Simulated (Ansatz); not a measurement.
# K+ triflate in vinylene carbonate and dimethyl carbonate and a fluorinated ether (TTE): a series in temperature

How do cells made at different temperatures differ in energy, pressure, forces, levels, charges and cost?

Computed with Ansatz 0.2.0: Kohn-Sham DFT, r2SCAN+D4, PAW (set soft_2). Every run is a single point, with the atoms held where the recipe put them (cutoff of the plane-wave runs 500 eV, fixed occupations).

First member: 4 vinylene carbonate, 3 dimethyl carbonate, 4 a fluorinated ether (TTE), 1 K+, 1 triflate placed at random, at 1.48 g/cm³; overlaps pushed apart, then 10 ps at 550 K with Joung-Cheatham ions (J. Phys. Chem. B 112, 9020 (2008)); MMFF94 bonds, angles, torsions, charges and radii (Halgren, J. Comput. Chem. 17, 490 (1996)) in harmonic and 12-6 forms; charges of ions scaled by 0.8. Snapshot after 30 ps at 260 K and fixed volume.

Last member: 4 vinylene carbonate, 3 dimethyl carbonate, 4 a fluorinated ether (TTE), 1 K+, 1 triflate placed at random, at 1.27 g/cm³; overlaps pushed apart, then 10 ps at 550 K with Joung-Cheatham ions (J. Phys. Chem. B 112, 9020 (2008)); MMFF94 bonds, angles, torsions, charges and radii (Halgren, J. Comput. Chem. 17, 490 (1996)) in harmonic and 12-6 forms; charges of ions scaled by 0.8. Snapshot after 30 ps at 440 K and fixed volume.

The members:

| temperature (K) | reduced formula | atoms | valence electrons | k-mesh | basis | density (g/cm³) |
| --- | --- | --- | --- | --- | --- | --- |
| 260 | KH42C42SO28F35 | 149 | 638 | 1×1×1 | plane waves | 1.48 |
| 300 | KH42C42SO28F35 | 149 | 638 | 1×1×1 | plane waves | 1.44 |
| 340 | KH42C42SO28F35 | 149 | 638 | 1×1×1 | plane waves | 1.39 |
| 380 | KH42C42SO28F35 | 149 | 638 | 1×1×1 | plane waves | 1.34 |
| 440 | KH42C42SO28F35 | 149 | 638 | 1×1×1 | plane waves | 1.27 |

Each cell is one sample from a classical run, so sample-to-sample scatter enters every column; pressures lack the kinetic term, and hold the strain of bonds inside molecules, whose lengths the classical model set.

The input of the first member, without its atom lines; other members have their own cell and atoms, and may differ in mesh, basis and outputs:

```yaml
crystal:
  lattice:
    - [12.47344, 0.0, 0.0]
    - [0.0, 12.47344, 0.0]
    - [0.0, 0.0, 12.47344]
  atoms:
    [... 149 lines ...]
kpoints:
  mp_grid: { grid: [1, 1, 1] }
hamiltonian:
  xc: r2scan
  dispersion: d4
scf:
  occupations: { method: fixed }
output:
  forces: true
  stress: true
  populations: true
  dos:
    method: { smearing: { sigma: 0.1 } }
    de: 0.1
    projected: { site_lists: { C: [C], F: [F], H: [H], K: [K], O: [O] } }
  eigenvalues: true
  write_density: true
  write_potential: true
  volumetric_format: npy
```

**Question.** How do the results, the time and the memory go along the series?

Results; charges are mean Löwdin charges in e:

| temperature (K) | energy less the first member's (meV/atom) | pressure (GPa) | r.m.s. force (eV/Å) | gap (eV) | q(S) | q(K) | q(F) |
| --- | --- | --- | --- | --- | --- | --- | --- |
| 260 | 0.0 | -0.705 | 1.07 | 4.34 | +2.37 | +0.84 | -0.25 |
| 300 | 8.9 | -1.17 | 1.01 | 4.63 | +2.39 | +0.84 | -0.25 |
| 340 | 23.1 | -0.560 | 1.30 | 4.22 | +2.34 | +0.85 | -0.25 |
| 380 | 12.5 | -1.44 | 1.13 | 5.03 | +2.35 | +0.87 | -0.26 |
| 440 | 45.4 | -1.08 | 1.35 | 4.12 | +2.30 | +0.87 | -0.25 |

The gap is that between the highest filled and lowest empty Kohn-Sham level on the run's k-points, and semilocal functionals tend to put gaps under measured ones. The projection misses up to 0.051 e an atom, so the charges add up to more than the cell's charge.

Cost on 8 threads of Arm Neoverse V2, shared host:

| temperature (K) | atoms | basis | k-mesh | SCF cycles | time | host memory (GiB) |
| --- | --- | --- | --- | --- | --- | --- |
| 260 | 149 | plane waves | 1×1×1 | 11 | 51 s | 5.8 |
| 300 | 149 | plane waves | 1×1×1 | 11 | 52 s | 5.9 |
| 340 | 149 | plane waves | 1×1×1 | 11 | 54 s | 6.0 |
| 380 | 149 | plane waves | 1×1×1 | 11 | 55 s | 6.1 |
| 440 | 149 | plane waves | 1×1×1 | 11 | 54 s | 6.2 |

Times include the outputs that each run asked for, on hosts shared with other jobs.

The energy against the first member is lowest at 260 K (0.0 meV/atom) and highest at 440 K (45.4 meV/atom), rising overall but not at every step; each member is a single configuration. The gap is lowest at 440 K (4.12 eV) and highest at 380 K (5.03 eV), with no steady trend; in single samples it varies with the configuration. The mean charge on S is lowest at 440 K (+2.30 e) and highest at 300 K (+2.39 e). The density spans 1.27 to 1.48 g/cm³, so the columns mix its effect with that of the temperature. The pressure is lowest at 380 K (-1.4 GPa) and highest at 340 K (-0.56 GPa), with no steady trend; the recipes set unlike densities, and the bond lengths of the classical model enter the pressure too. The r.m.s. force is lowest at 300 K (1 eV/Å) and highest at 440 K (1.4 eV/Å).

**Limits.** The network of contacts between molecules at the start is that of the classical potential that made the cell, and needn't be the one that DFT or experiment would give. The cells aren't relaxed by DFT, which could reorder their energies.

[Logs are printed without paths, hosts, clocks, repeated set-up lines and the standing remarks that a program may print on its own settings, such as how far it seeks lower states.]

[Hosts, paths, dates, database ids (printed as entryN), source tags and the programs' standing remarks are cut or masked in the printed files.]

[The MMFF94 radii named for the starting cell were scaled by 0.96; in molecules described by MMFF94, hydrogen bound to N, O or S took a small fixed 12-6 site in their place.]
